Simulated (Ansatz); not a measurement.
# How fast states decay through BaH2Se2, part 2 of 3

Wanted: the relaxed cell of BaH2Se2, its band edges and its decay constants. It is built by putting Ba for Ca, Se for O in the CaH2O2 structure of space group C2, with the volume rescaled by atomic radii. The parent structure comes from the Materials Project.

Ansatz 0.2.0; r2SCAN DFT, plane waves, PAW files (the session's first sound run).

So far. Step 2 (Relaxing the new crystal): The largest force component on a free atom ends at 0.0022 eV/Å.

The structure was built from a prototype and need not be the compound's stable phase.

## Step 3: Band edges

The energy window and the wavevectors of the next steps follow from the band edges, so these are searched first, off the mesh as well.

input.yaml

```yaml
crystal:
  lattice:
    - [4.4656505275, -2.5915244049, 0.2920460817]
    - [4.4656505275, 2.5915244049, 0.2920460817]
    - [-0.4346981346, 0.0, 6.2386744618]
  atoms:
    - { symbol: Ba, position: [0.9103061455, 0.0896938545, 0.0] }
    - { symbol: H, position: [0.2436140854, 0.4204017773, 0.5367149508] }
    - { symbol: H, position: [0.5795982227, 0.7563859146, 0.4632850492] }
    - { symbol: Se, position: [0.243441534, 0.4230529876, 0.7705459829] }
    - { symbol: Se, position: [0.5769470124, 0.756558466, 0.2294540171] }
kpoints:
  mp_grid: { grid: [6, 6, 4] }
  band_path: { path: [VBM, CBM], npoints: 30 }
scf:
  occupations: { method: fixed }
hamiltonian:
  xc: r2scan
output:
  eigenvalues: true
  write_potential: true
  write_density: true
  volumetric_format: npy
  elf: true
```

Run with:

```bash
$ ansatz run input.yaml --threads 2 --pin off --max-ram 4096MiB --backend cpu --events-out ev --progress --plain --runs-dir out
```

Numbers of over 12 decimals in the logs are rounded to 6 here.

Log:

```text
[...]
Crystal: 5 atoms, lattice volume = 145.056 Å³
Basis set: ecut = 500 eV, 3677 PW (Γ), exchange–correlation on 160×160×192 points (64 copies of the dense FFT grid, shifted against one another)
Bands: 27, of which v1, the nominal top of the filled ones, is band 22 counted from 1 (21 counted from 0)
Symmetry: 2 space group operations
[...]
k-points: 47 of 144 (time reversal used)
[...]
SCF iter   1: F=—  HF=-16957.240021 eV  |F-HF|=—  |Δ(HF+E_count)|=         —  Δρ=2.80e-3  dr2=1.46e-2  dr2_τ=2.01e-2  ethr=1.77e-3  ⟨swp⟩=5.1  Hψ=5288  notcnv=0  defer=100
[...]
SCF iter   6: F=-16957.254333 eV  HF=-16957.254333 eV  |F-HF|=1.16e-7  |Δ(HF+E_count)|=   1.62e-6  Δρ=6.69e-6  dr2=8.14e-8  dr2_τ=3.87e-9  ethr=2.27e-10  ⟨swp⟩=10.4  Hψ=7220  notcnv=0
SCF 1 converged in 6 iterations: F = -16957.254333 eV  dr2 = 8.14e-8
[...]
NSCF: frozen V_eff on 68 k-points
[...]
SCF converged after 6 iterations
Free energy (F): -16957.254333 eV
[...]
Internal energy: -16957.254333 eV  (E = F + TS)
E sigma→0 (E₀):  -16957.254333 eV
Fermi energy:    2.665664 eV
[...]
--- Band table (eV; the first three rows and the last of 47) ---
  k-point 0: bands = [... 18 lower, 1.4241, 1.4321, 2.6633, 2.6657, 6.1839, 6.6877, 7.1189, 7.6352, ... 1 higher]
  k-point 1: bands = [... 18 lower, 1.4855, 1.4907, 2.5602, 2.5669, 6.5824, 6.8108, 7.4835, 7.5000, ... 1 higher]
  k-point 2: bands = [... 18 lower, 1.5592, 1.5604, 2.4461, 2.4584, 6.6744, 7.3496, 7.3654, 7.7699, ... 1 higher]
  k-point 46: bands = [... 18 lower, 1.6660, 1.7866, 2.1124, 2.2972, 6.9349, 7.8302, 8.0633, 8.4226, ... 1 higher]
```

It took 29 s on 2 threads of Intel Xeon Platinum 8559C (Emerald Rapids), shared host; peak memory 0.81 GiB; 57 s of CPU time.

In the SCF lines HF is the Harris–Foulkes energy and dr2 the Hartree energy of the density residual, in eV; the loop may stop once dr2 is under the threshold and the program's other checks hold. Hψ counts applications of the Hamiltonian.

Numbers from this step:

| Item | Value |
| --- | --- |
| Fermi energy | 2.666 eV |
| gap on the k-mesh | 3.325 eV |
| gap on path | 3.325 eV, by band count; negative where bands overlap |
| direct gap on path | 3.518 eV |
| edge places on path | 0, 0.7020 1/A along the path |

The electronic bands at the labelled points (eV, zero at the Fermi level (highest filled level under fixed occupations); v1 is the highest filled band, c1 the lowest empty one):

| point | v4 | v3 | v2 | v1 | c1 | c2 | c3 | c4 |
| --- | --- | --- | --- | --- | --- | --- | --- | --- |
| VBM | -1.24 | -1.23 | 0.00 | 0.00 | 3.52 | 4.02 | 4.45 | 4.97 |
| halfway | -1.04 | -1.02 | -0.69 | -0.21 | 3.65 | 4.33 | 4.56 | 5.38 |
| CBM | -1.46 | -0.69 | -0.56 | -0.50 | 3.32 | 4.77 | 5.01 | 5.91 |

Valence density in the ac plane of the cell as run, not the conventional one, at fractional y = 0.420, with atoms of H and Se within 0.2 Å of it. It is the smooth field of the valence electrons, not physical close to the nuclei.

Values in e/Å³, 16 rows by 14 columns, each cell a mean:
```
 0  0  0  0  0  0  0  0  0  0  0  0  0  0
 0  0  1  1  1  1  0  0  0  0  0  0  0  0
 0  1  5 13  8  2  0  0  0  0  0  0  0  0
 0  1 10 34 20  3  1  0  0  0  0  0  0  0
 0  1  4 10  6  1  0  0  0  0  0  0  0  0
 0  0  1  1  1  1  0  0  0  0  0  0  0  0
 0  0  1  1  1  0  0  0  0  0  0  0  0  0
 0  0  0  1  1  0  0  0  0  0  0  0  0  0
 0  0  0  0  0  0  0  0  0  0  0  0  0  0
 0  0  0  0  0  0  0  0  0  0  0  0  0  0
 0  0  0  0  0  0  0  0  0  0  0  0  0  0
 0  0  0  0  0  0  0  0  0  0  0  0  0  0
 0  0  0  0  0  0  0  0  0  0  0  0  0  0
 0  0  0  0  0  0  0  0  0  0  0  0  0  0
 0  0  0  0  0  0  0  0  0  0  0  0  0  0
 0  0  0  0  0  0  0  0  0  0  0  0  0  0
```
Columns run along a (5.2 Å), rows up along c (6.3 Å). Atoms in or near the plane, at fractional coordinates: H at (0.24, 0.54), Se at (0.24, 0.77).

ELF in the ac plane of the cell as run, not the conventional one, at fractional y = 0.420, with atoms of H and Se within 0.2 Å of it. It is the smooth field of the valence electrons, not physical close to the nuclei.

Ten even steps from '0' (0.01) to '9' (1.00), each cell a mean:
```
35666641001100
78777874000002
88645887200015
88513788400027
77534777400026
56787654200013
36999741000001
17999830000000
04899610001000
00254100123220
00000001455542
10000013566664
10000013455543
00000001122211
00000000000000
01222200001100
```
Columns run along a (5.2 Å), rows up along c (6.3 Å). Atoms in or near the plane, at fractional coordinates: H at (0.24, 0.54), Se at (0.24, 0.77).

Electrostatic potential energy in the ac plane of the cell as run, not the conventional one, at fractional y = 0.420, with atoms of H and Se within 0.2 Å of it. With pseudopotentials it is smooth inside the atoms' cores, unlike the true potential.

Values in eV, 16 rows by 14 columns, each cell a mean:
```
  6   5   3   1   2   4   6   6   4   3   2   2   4   5
  6   0 -11 -15 -14  -5   4   6   5   4   3   4   5   6
  4 -10 -11  -5  -8 -14   0   6   6   6   5   5   6   7
  3 -12  -7  -2  -4 -13  -3   6   7   7   7   7   7   7
  4  -9 -13  -8 -11 -14   1   7   8   8   7   7   8   8
  6   1 -10 -14 -13  -3   5   8   8   8   8   8   8   8
  8   5  -3 -15 -10   3   7   8   8   8   8   8   8   8
  8   6  -5 -16 -11   4   7   8   8   8   8   8   8   8
  8   7   4   0   2   6   8   8   8   8   8   8   8   8
  8   8   7   6   7   7   8   8   8   8   8   8   8   8
  8   8   8   8   8   8   8   8   8   8   7   8   8   8
  8   8   8   8   8   8   8   8   8   7   7   7   7   8
  8   8   8   8   8   8   8   7   7   6   6   6   7   7
  7   7   8   8   8   8   7   7   6   5   5   5   6   6
  7   7   7   7   7   7   7   6   5   4   3   3   4   6
  6   7   6   6   6   7   6   6   4   3   2   2   4   5
```
Columns run along a (5.2 Å; values clipped at the 3rd and 97th percentile), rows up along c (6.3 Å). Atoms in or near the plane, at fractional coordinates: H at (0.24, 0.54), Se at (0.24, 0.77).

The searched edges give 3.32 eV, as on the mesh.

## Step 4: Decaying states in the gap, plane (001), k-mesh 6×6×4

This step: r2SCAN DFT, plane waves, PAW files; complex bands by layer matching along the plane's normal (Ansatz 0.2.0).

The same crystal is laid in a cell whose first two vectors span the (001) plane (indices of the standard conventional cell, whose axes can be ordered otherwise than in the bulk input). At fixed energy and wavevector in the plane the solver finds all kz, real and complex. A few wavevectors are listed, (0, 0), (0, -0.5) and (0.5, 0) in units of the plane's reciprocal vectors; the slowest state needn't be among them.

input.yaml

```yaml
crystal:
  lattice:
    - [5.18304881, 0.0, 0.0]
    - [2.591524405, 4.475190001, 0.0]
    - [0.0, -0.026642338, 6.253743814]
  atoms:
    - { symbol: Ba, position: [0.9103061455, 0.0, 0.0] }
    - { symbol: H, position: [0.5795982227, 0.6640158627, 0.5367149508] }
    - { symbol: H, position: [0.2436140854, 0.3359841373, 0.4632850492] }
    - { symbol: Se, position: [0.5769470124, 0.6664945216, 0.7705459829] }
    - { symbol: Se, position: [0.243441534, 0.3335054784, 0.2294540171] }
kpoints:
  mp_grid: { grid: [6, 6, 4] }
scf:
  occupations: { method: fixed }
hamiltonian:
  xc: r2scan
output:
  eigenvalues: true
  transmission:
    leads: [[0, 0]]
    kpoints: [[0.0, 0.0], [0.0, -0.5], [0.5, 0.0]]
    e_range: [-1.0, 4.32]
    de: 0.11
```

Log:

```text
[...]
Crystal: 5 atoms, lattice volume = 145.056 Å³
Basis set: ecut = 500 eV, 3677 PW (Γ), exchange–correlation on 160×160×192 points (64 copies of the dense FFT grid, shifted against one another)
Bands: 27, of which v1, the nominal top of the filled ones, is band 22 counted from 1 (21 counted from 0)
Symmetry: 2 space group operations
[...]
k-points: 47 of 144 (time reversal used)
[...]
SCF iter   1: F=—  HF=-16957.240014 eV  |F-HF|=—  |Δ(HF+E_count)|=         —  Δρ=2.80e-3  dr2=1.46e-2  dr2_τ=2.01e-2  ethr=1.77e-3  ⟨swp⟩=5.1  Hψ=5290  notcnv=0  defer=100
[...]
SCF iter   6: F=-16957.254333 eV  HF=-16957.254333 eV  |F-HF|=1.17e-7  |Δ(HF+E_count)|=   1.60e-6  Δρ=6.76e-6  dr2=8.31e-8  dr2_τ=3.93e-9  ethr=2.27e-10  ⟨swp⟩=10.4  Hψ=7265  notcnv=0
SCF 1 converged in 6 iterations: F = -16957.254333 eV  dr2 = 8.31e-8
[...]
transmission: 9 of 27 steps passed
transmission: 18 of 27 steps passed
transmission: 27 of 27 steps passed
SCF converged after 6 iterations
Free energy (F): -16957.254333 eV
[...]
Internal energy: -16957.254333 eV  (E = F + TS)
E sigma→0 (E₀):  -16957.254333 eV
Fermi energy:    2.665665 eV
[...]
--- Band table (eV; the first three rows and the last of 47) ---
  k-point 0: bands = [... 18 lower, 1.4241, 1.4321, 2.6633, 2.6657, 6.1839, 6.6877, 7.1189, 7.6352, ... 1 higher]
  k-point 1: bands = [... 18 lower, 1.4855, 1.4907, 2.5602, 2.5669, 6.5824, 6.8108, 7.4835, 7.5000, ... 1 higher]
  k-point 2: bands = [... 18 lower, 1.5592, 1.5604, 2.4461, 2.4584, 6.6744, 7.3496, 7.3654, 7.7699, ... 1 higher]
  k-point 46: bands = [... 18 lower, 1.4664, 1.7767, 2.0573, 2.3763, 6.7412, 7.0545, 7.7379, 8.5037, ... 1 higher]
--- Transmission ---
  basis      : 241 plane waves across, 9 finite elements along
  points     : 3, as listed
  energies   : 49 from -1.000000 to 4.280000 eV about the Fermi level, 0.110000 eV apart; the leads are filled to 1.662413 eV, and channels, transmission and decay are at 1.640000 eV
  crystal 0  : H2Se2Ba1, at the sites [0, 0], period 6.2537 Å: whole cells are its period
    offset         : up to 0.0000 Å between an atom of the period and one for which it stands
    channels       : 0.000000e0 a spin
    conductance    : none, the energies end too early or step too widely for 300 K: set another output.transmission.e_range or a lower de, or, where they end at an eighth of basis.ecutwfc, a higher one
    slowest decay  : 0.4002 /Å at (0.0000, 0.0000)
```

Wall time 34 s (2 threads); peak memory 1.1 GiB.

Numbers from this step:

- level to which the leads are filled: 1.662 eV from the Fermi level
- decay constant at the filling level, zone centre: 0.4002 Å⁻¹
- decay constant at the filling level, slowest listed point: 0.4002 Å⁻¹

K parallel (0, 0); values up to 1.5 1/Å, a degenerate pair printed once or twice; energies at which all values exceed this have no row. Im kz of the slowest decaying states against energy, zero at the highest filled level on the SCF mesh:

| energy (eV) | decay 1 (Å⁻¹) | decay 2 (Å⁻¹) | decay 3 (Å⁻¹) | decay 4 (Å⁻¹) |
| --- | --- | --- | --- | --- |
| -1.00 | 0.218 | 0.224 | 0.495 | 0.820 |
| -0.78 | 0.292 | 0.300 | 0.496 | 0.807 |
| -0.56 | 0.282 | 0.292 | 0.496 | 0.793 |
| -0.34 | 0.201 | 0.214 | 0.494 | 0.778 |
| -0.12 | 0.490 | 0.763 | 0.966 | 0.974 |
| -0.01 | 0.488 | 0.756 | 0.957 | 0.965 |
| 0.10 | 0.216 | 0.218 | 0.485 | 0.748 |
| 0.32 | 0.349 | 0.353 | 0.477 | 0.731 |
| 0.43 | 0.389 | 0.393 | 0.473 | 0.723 |
| 0.65 | 0.447 | 0.452 | 0.464 | 0.706 |
| 0.87 | 0.453 | 0.488 | 0.493 | 0.688 |
| 1.09 | 0.440 | 0.518 | 0.523 | 0.668 |
| 1.31 | 0.425 | 0.540 | 0.545 | 0.649 |
| 1.53 | 0.409 | 0.557 | 0.561 | 0.627 |
| 1.75 | 0.391 | 0.569 | 0.573 | 0.605 |
| 1.97 | 0.370 | 0.577 | 0.581 | 0.581 |
| 2.19 | 0.347 | 0.556 | 0.582 | 0.586 |
| 2.41 | 0.321 | 0.529 | 0.585 | 0.588 |
| 2.63 | 0.291 | 0.499 | 0.585 | 0.588 |
| 2.85 | 0.255 | 0.466 | 0.582 | 0.585 |
| 2.96 | 0.235 | 0.448 | 0.580 | 0.583 |
| 3.18 | 0.185 | 0.408 | 0.575 | 0.577 |
| 3.40 | 0.111 | 0.360 | 0.567 | 0.569 |
| 3.62 | 0.297 | 0.534 | 0.535 | 0.558 |
| 3.84 | 0.194 | 0.487 | 0.488 | 0.546 |
| 4.06 | 0.0801 | 0.146 | 0.431 | 0.433 |
| 4.28 | 0.0982 | 0.266 | 0.360 | 0.363 |

K parallel (0, -0.5); values up to 1.5 1/Å, a degenerate pair printed once or twice; energies at which all values exceed this have no row. Table of Im kz of the slowest decaying states by energy, zero at the highest filled level on the SCF mesh:

| energy (eV) | decay 1 (Å⁻¹) | decay 2 (Å⁻¹) | decay 3 (Å⁻¹) | decay 4 (Å⁻¹) |
| --- | --- | --- | --- | --- |
| -1.00 | 0.307 | 0.445 | 0.767 | 1.21 |
| -0.78 | 0.150 | 0.391 | 0.750 | 1.20 |
| -0.56 | 0.0211 | 0.0506 | 0.265 | 0.733 |
| -0.34 | 0.155 | 0.288 | 0.715 | 1.15 |
| -0.12 | 0.370 | 0.425 | 0.696 | 1.13 |
| -0.01 | 0.397 | 0.495 | 0.686 | 1.12 |
| 0.10 | 0.418 | 0.551 | 0.676 | 1.11 |
| 0.32 | 0.451 | 0.635 | 0.655 | 1.08 |
| 0.43 | 0.464 | 0.644 | 0.668 | 1.08 |
| 0.65 | 0.486 | 0.622 | 0.721 | 1.06 |
| 0.87 | 0.502 | 0.598 | 0.761 | 1.04 |
| 1.09 | 0.515 | 0.573 | 0.790 | 1.02 |
| 1.31 | 0.525 | 0.546 | 0.812 | 0.996 |
| 1.53 | 0.518 | 0.532 | 0.827 | 0.974 |
| 1.75 | 0.487 | 0.537 | 0.837 | 0.953 |
| 1.97 | 0.454 | 0.538 | 0.842 | 0.933 |
| 2.19 | 0.417 | 0.537 | 0.844 | 0.915 |
| 2.41 | 0.377 | 0.534 | 0.843 | 0.897 |
| 2.63 | 0.331 | 0.527 | 0.839 | 0.882 |
| 2.85 | 0.275 | 0.516 | 0.832 | 0.858 |
| 2.96 | 0.242 | 0.509 | 0.828 | 0.842 |
| 3.18 | 0.154 | 0.491 | 0.811 | 0.817 |
| 3.40 | 0.468 | 0.780 | 0.805 | 0.850 |
| 3.62 | 0.438 | 0.749 | 0.789 | 0.848 |
| 3.84 | 0.401 | 0.718 | 0.772 | 0.848 |
| 4.06 | 0.355 | 0.687 | 0.751 | 0.848 |
| 4.28 | 0.0251 | 0.296 | 0.656 | 0.727 |

K parallel (0.5, 0); values up to 1.5 1/Å, a degenerate pair printed once or twice; energies at which all values exceed this have no row. Im kz of the slowest decaying states against energy, zero at the highest filled level on the SCF mesh:

| energy (eV) | decay 1 (Å⁻¹) | decay 2 (Å⁻¹) | decay 3 (Å⁻¹) | decay 4 (Å⁻¹) |
| --- | --- | --- | --- | --- |
| -1.0000 | 0.0344 | 0.323 | 0.439 | 0.772 |
| -0.7800 | 0.156 | 0.385 | 0.755 | 1.20 |
| -0.4500 | 0.187 | 0.729 | 1.16 | 1.17 |
| -0.2300 | 0.333 | 0.335 | 0.711 | 1.13 |
| -0.0100 | 0.395 | 0.503 | 0.691 | 1.10 |
| 0.2100 | 0.434 | 0.605 | 0.671 | 1.08 |
| 0.5400 | 0.474 | 0.639 | 0.706 | 1.06 |
| 0.7600 | 0.493 | 0.616 | 0.751 | 1.04 |
| 0.9800 | 0.508 | 0.592 | 0.785 | 1.03 |
| 1.2000 | 0.519 | 0.566 | 0.810 | 1.01 |
| 1.5300 | 0.524 | 0.531 | 0.834 | 0.974 |
| 1.7500 | 0.493 | 0.535 | 0.843 | 0.952 |
| 1.9700 | 0.460 | 0.537 | 0.848 | 0.932 |
| 2.3000 | 0.404 | 0.535 | 0.849 | 0.904 |
| 2.5200 | 0.361 | 0.529 | 0.846 | 0.887 |
| 2.7400 | 0.310 | 0.520 | 0.839 | 0.873 |
| 2.9600 | 0.249 | 0.507 | 0.831 | 0.850 |
| 3.2900 | 0.0901 | 0.479 | 0.803 | 0.814 |
| 3.5100 | 0.452 | 0.771 | 0.799 | 0.848 |
| 3.7300 | 0.418 | 0.740 | 0.782 | 0.848 |
| 3.9500 | 0.376 | 0.708 | 0.763 | 0.849 |
| 4.2800 | 0.0370 | 0.293 | 0.661 | 0.727 |

At the listed wavevectors the last open channel is at -0.01 eV and the next at +3.40 eV on the grid. At +1.64 eV, the grid energy nearest the filling level (the middle of the gap on the SCF mesh), the slowest state at the listed wavevectors decays with κ = 0.400 Å⁻¹, its amplitude falling by e over 2.5 Å. Through 1 nm of this crystal that state's transmission falls by exp(−2 × 0.400 Å⁻¹ × 10 Å) = 3.3e-4.

## Step 5: Decaying states in the gap, plane (100), k-mesh 4×6×6

The same for the (100) plane, at (0, 0) and (0.5, 0), to see how the decay depends on direction.

input.yaml

```yaml
crystal:
  lattice:
    - [6.253800565, 0.0, 0.0]
    - [0.0, 5.18304881, 0.0]
    - [-0.01906513, 2.591524405, 4.475149391]
  atoms:
    - { symbol: Ba, position: [0.0, 0.9103061455, 0.0] }
    - { symbol: H, position: [0.5367149508, 0.5795982227, 0.6640158627] }
    - { symbol: H, position: [0.4632850492, 0.2436140854, 0.3359841373] }
    - { symbol: Se, position: [0.7705459829, 0.5769470124, 0.6664945216] }
    - { symbol: Se, position: [0.2294540171, 0.243441534, 0.3335054784] }
kpoints:
  mp_grid: { grid: [4, 6, 6] }
scf:
  occupations: { method: fixed }
hamiltonian:
  xc: r2scan
output:
  eigenvalues: true
  transmission:
    leads: [[0, 0]]
    kpoints: [[0.0, 0.0], [0.5, 0.0]]
    e_range: [-1.0, 4.32]
    de: 0.11
```

Log:

```text
[...]
Crystal: 5 atoms, lattice volume = 145.056 Å³
Basis set: ecut = 500 eV, 3677 PW (Γ), exchange–correlation on 192×160×160 points (64 copies of the dense FFT grid, shifted against one another)
Bands: 27, of which v1, the nominal top of the filled ones, is band 22 counted from 1 (21 counted from 0)
Symmetry: 2 space group operations
[...]
k-points: 47 of 144 (time reversal used)
[...]
SCF iter   1: F=—  HF=-16957.240016 eV  |F-HF|=—  |Δ(HF+E_count)|=         —  Δρ=2.80e-3  dr2=1.46e-2  dr2_τ=2.01e-2  ethr=1.77e-3  ⟨swp⟩=5.1  Hψ=5291  notcnv=0  defer=101
[...]
SCF iter   6: F=-16957.254333 eV  HF=-16957.254333 eV  |F-HF|=1.20e-7  |Δ(HF+E_count)|=   1.62e-6  Δρ=6.81e-6  dr2=8.39e-8  dr2_τ=3.98e-9  ethr=2.27e-10  ⟨swp⟩=10.3  Hψ=7242  notcnv=0
SCF 1 converged in 6 iterations: F = -16957.254333 eV  dr2 = 8.39e-8
[...]
transmission: 7 of 14 steps passed
transmission: 14 of 14 steps passed
SCF converged after 6 iterations
Free energy (F): -16957.254333 eV
[...]
Internal energy: -16957.254333 eV  (E = F + TS)
E sigma→0 (E₀):  -16957.254333 eV
Fermi energy:    2.665665 eV
[...]
--- Band table (eV; the first three rows and the last of 47) ---
  k-point 0: bands = [... 18 lower, 1.4241, 1.4321, 2.6633, 2.6657, 6.1839, 6.6877, 7.1189, 7.6352, ... 1 higher]
  k-point 1: bands = [... 18 lower, 1.5190, 1.5790, 2.2448, 2.5611, 6.4365, 6.7482, 7.0366, 7.8425, ... 1 higher]
  k-point 2: bands = [... 18 lower, 1.4700, 1.7522, 2.0136, 2.3270, 6.1673, 7.1261, 7.5233, 8.2741, ... 1 higher]
  k-point 46: bands = [... 18 lower, 1.7015, 1.8261, 2.1074, 2.1584, 7.1325, 7.6235, 8.1062, 8.3851, ... 1 higher]
--- Transmission ---
  basis      : 341 plane waves across, 7 finite elements along
  points     : 2, as listed
[...]
crystal 0  : Ba1Se2H2, at the sites [0, 0], period 4.4751 Å: whole cells are its period
[...]
channels       : 0.000000e0 a spin
[...]
slowest decay  : 0.2682 /Å at (0.0000, 0.0000)
```

Run time: 46 s. Hardware: 2 threads; peak memory 1.5 GiB; 90 s of CPU time.

This step gave:

* decay constant at the filling level, zone centre: 0.2682 Å⁻¹
* decay constant at the filling level, slowest listed point: 0.2682 Å⁻¹

K parallel (0, 0); values up to 1.5 1/Å, a degenerate pair printed once or twice; energies at which all values exceed this have no row. Table of Im kz of the slowest decaying states by energy, zero at the highest filled level on the SCF mesh:

| energy (eV) | decay 1 (Å⁻¹) | decay 2 (Å⁻¹) | decay 3 (Å⁻¹) | decay 4 (Å⁻¹) |
| --- | --- | --- | --- | --- |
| -1.00 | 0.0308 | 0.755 | 0.758 | 0.863 |
| -0.78 | 0.0643 | 0.721 | 0.739 | 0.851 |
| -0.45 | 0.112 | 0.692 | 0.716 | 0.831 |
| -0.23 | 0.248 | 0.697 | 0.701 | 0.816 |
| -0.01 | 0.313 | 0.686 | 0.717 | 0.800 |
| 0.10 | 0.0983 | 0.216 | 0.335 | 0.679 |
| 0.32 | 0.166 | 0.355 | 0.368 | 0.664 |
| 0.54 | 0.205 | 0.390 | 0.429 | 0.648 |
| 0.87 | 0.24 | 0.411 | 0.493 | 0.623 |
| 1.09 | 0.254 | 0.418 | 0.519 | 0.605 |
| 1.42 | 0.266 | 0.421 | 0.542 | 0.576 |
| 1.64 | 0.268 | 0.419 | 0.550 | 0.556 |
| 1.86 | 0.267 | 0.412 | 0.534 | 0.553 |
| 2.19 | 0.257 | 0.394 | 0.498 | 0.551 |
| 2.41 | 0.246 | 0.375 | 0.472 | 0.546 |
| 2.74 | 0.219 | 0.327 | 0.427 | 0.514 |
| 2.96 | 0.193 | 0.275 | 0.394 | 0.489 |
| 3.18 | 0.156 | 0.185 | 0.355 | 0.465 |
| 3.51 | 0.0256 | 0.284 | 0.431 | 0.472 |
| 3.73 | 0.231 | 0.408 | 0.446 | 0.579 |
| 4.06 | 0.0629 | 0.185 | 0.370 | 0.399 |
| 4.28 | 0.0978 | 0.124 | 0.340 | 0.358 |

K parallel (0.5, 0); values up to 1.5 1/Å, a degenerate pair printed once or twice; energies at which all values exceed this have no row. Table of Im kz of the slowest decaying states by energy, zero at the highest filled level on the SCF mesh:

| energy (eV) | decay 1 (Å⁻¹) | decay 2 (Å⁻¹) | decay 3 (Å⁻¹) | decay 4 (Å⁻¹) |
| --- | --- | --- | --- | --- |
| -1.0000 | 0.00689 | 0.455 | 0.750 | 1.04 |
| -0.7800 | 0.295 | 0.755 | 0.949 | 1.05 |
| -0.4500 | 0.247 | 0.308 | 0.436 | 0.908 |
| -0.2300 | 0.345 | 0.419 | 0.908 | 0.995 |
| -0.0100 | 0.213 | 0.327 | 0.437 | 0.441 |
| 0.2100 | 0.294 | 0.416 | 0.455 | 0.491 |
| 0.5400 | 0.365 | 0.468 | 0.482 | 0.545 |
| 0.7600 | 0.395 | 0.474 | 0.507 | 0.571 |
| 0.9800 | 0.416 | 0.477 | 0.523 | 0.592 |
| 1.2000 | 0.432 | 0.479 | 0.532 | 0.609 |
| 1.5300 | 0.445 | 0.480 | 0.537 | 0.630 |
| 1.7500 | 0.449 | 0.478 | 0.535 | 0.641 |
| 1.9700 | 0.449 | 0.476 | 0.530 | 0.650 |
| 2.3000 | 0.443 | 0.471 | 0.517 | 0.661 |
| 2.5200 | 0.434 | 0.467 | 0.505 | 0.635 |
| 2.7400 | 0.422 | 0.462 | 0.490 | 0.597 |
| 2.9600 | 0.405 | 0.455 | 0.471 | 0.556 |
| 3.2900 | 0.367 | 0.430 | 0.438 | 0.500 |
| 3.5100 | 0.329 | 0.402 | 0.410 | 0.465 |
| 3.7300 | 0.268 | 0.369 | 0.377 | 0.424 |
| 3.9500 | 0.137 | 0.330 | 0.338 | 0.372 |
| 4.2800 | 0.237 | 0.260 | 0.263 | 0.526 |

At the listed wavevectors the last open channel is at -0.01 eV and the next at +3.40 eV on the grid. At +1.64 eV, the grid energy nearest the filling level (the middle of the gap on the SCF mesh), the slowest state at the listed wavevectors decays with κ = 0.268 Å⁻¹, its amplitude falling by e over 3.7 Å; the first such run, plane (001), gave 0.400 Å⁻¹.

[end of part 2 of 3]

[Logs are printed without paths, hosts, clocks, repeated set-up lines and the standing remarks that a program may print on its own settings, such as how far it seeks lower states.]

[Hosts, paths, dates, database ids (printed as entryN), source tags and the programs' standing remarks are cut or masked in the printed files.]
